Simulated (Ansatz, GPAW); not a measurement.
# Polarising a 4-layer slab of Pb(100) with a field along the normal

The dipole of the cell at several fields, atoms fixed. What does the strongest field give, and what length does the slope stand for?

Set-up. GPAW 26.7.0, plane waves (400 eV), PAW setups, PBE, 9×9 mesh, a dipole layer in the vacuum; geometry relaxed without an applied field with Ansatz 0.2.0. The cell's area is 12.25 Å², and e/ε0 = 180.95 V Å.

What came out, but for one run:

| field (V/Å) | dipole (e Å) |
| --- | --- |
| −0.2 | −0.1499 |
| −0.1 | −0.0754 |
| −0.05 | −0.0382 |
| 0.05 | 0.0362 |
| 0.1 | 0.0734 |
| 0.2 | 0.1479 |
| 0.3 | ? |

To predict: What is the dipole at 0.3 V/Å?

A: A line through the 6 points has the slope α = 0.744 e Å per V/Å and the intercept p₀ = −0.0010 e Å (r.m.s. residual 2.8e−05). At 0.3 V/Å it gives p = −0.0010 + 0.744 × 0.3 = 0.2223 e Å; the run gives 0.2225 e Å, so the response stays linear to 0.1 % of the induced part. Dividing by ε0 and the area: α/(ε0 A) = 0.744 × 180.95 / 12.25 = 10.99 Å, against 7.55 Å between the outer nuclei. A metal screens fully, so the excess of 3.45 Å puts the image planes about 1.72 Å outside the outer atoms on average.

Caveats: This is the electronic response alone; ions that move would add to it in polar layers. No run was spin-polarised, so magnetic states weren't tested. Spin-orbit coupling is left out, which matters for the heavier atoms here.
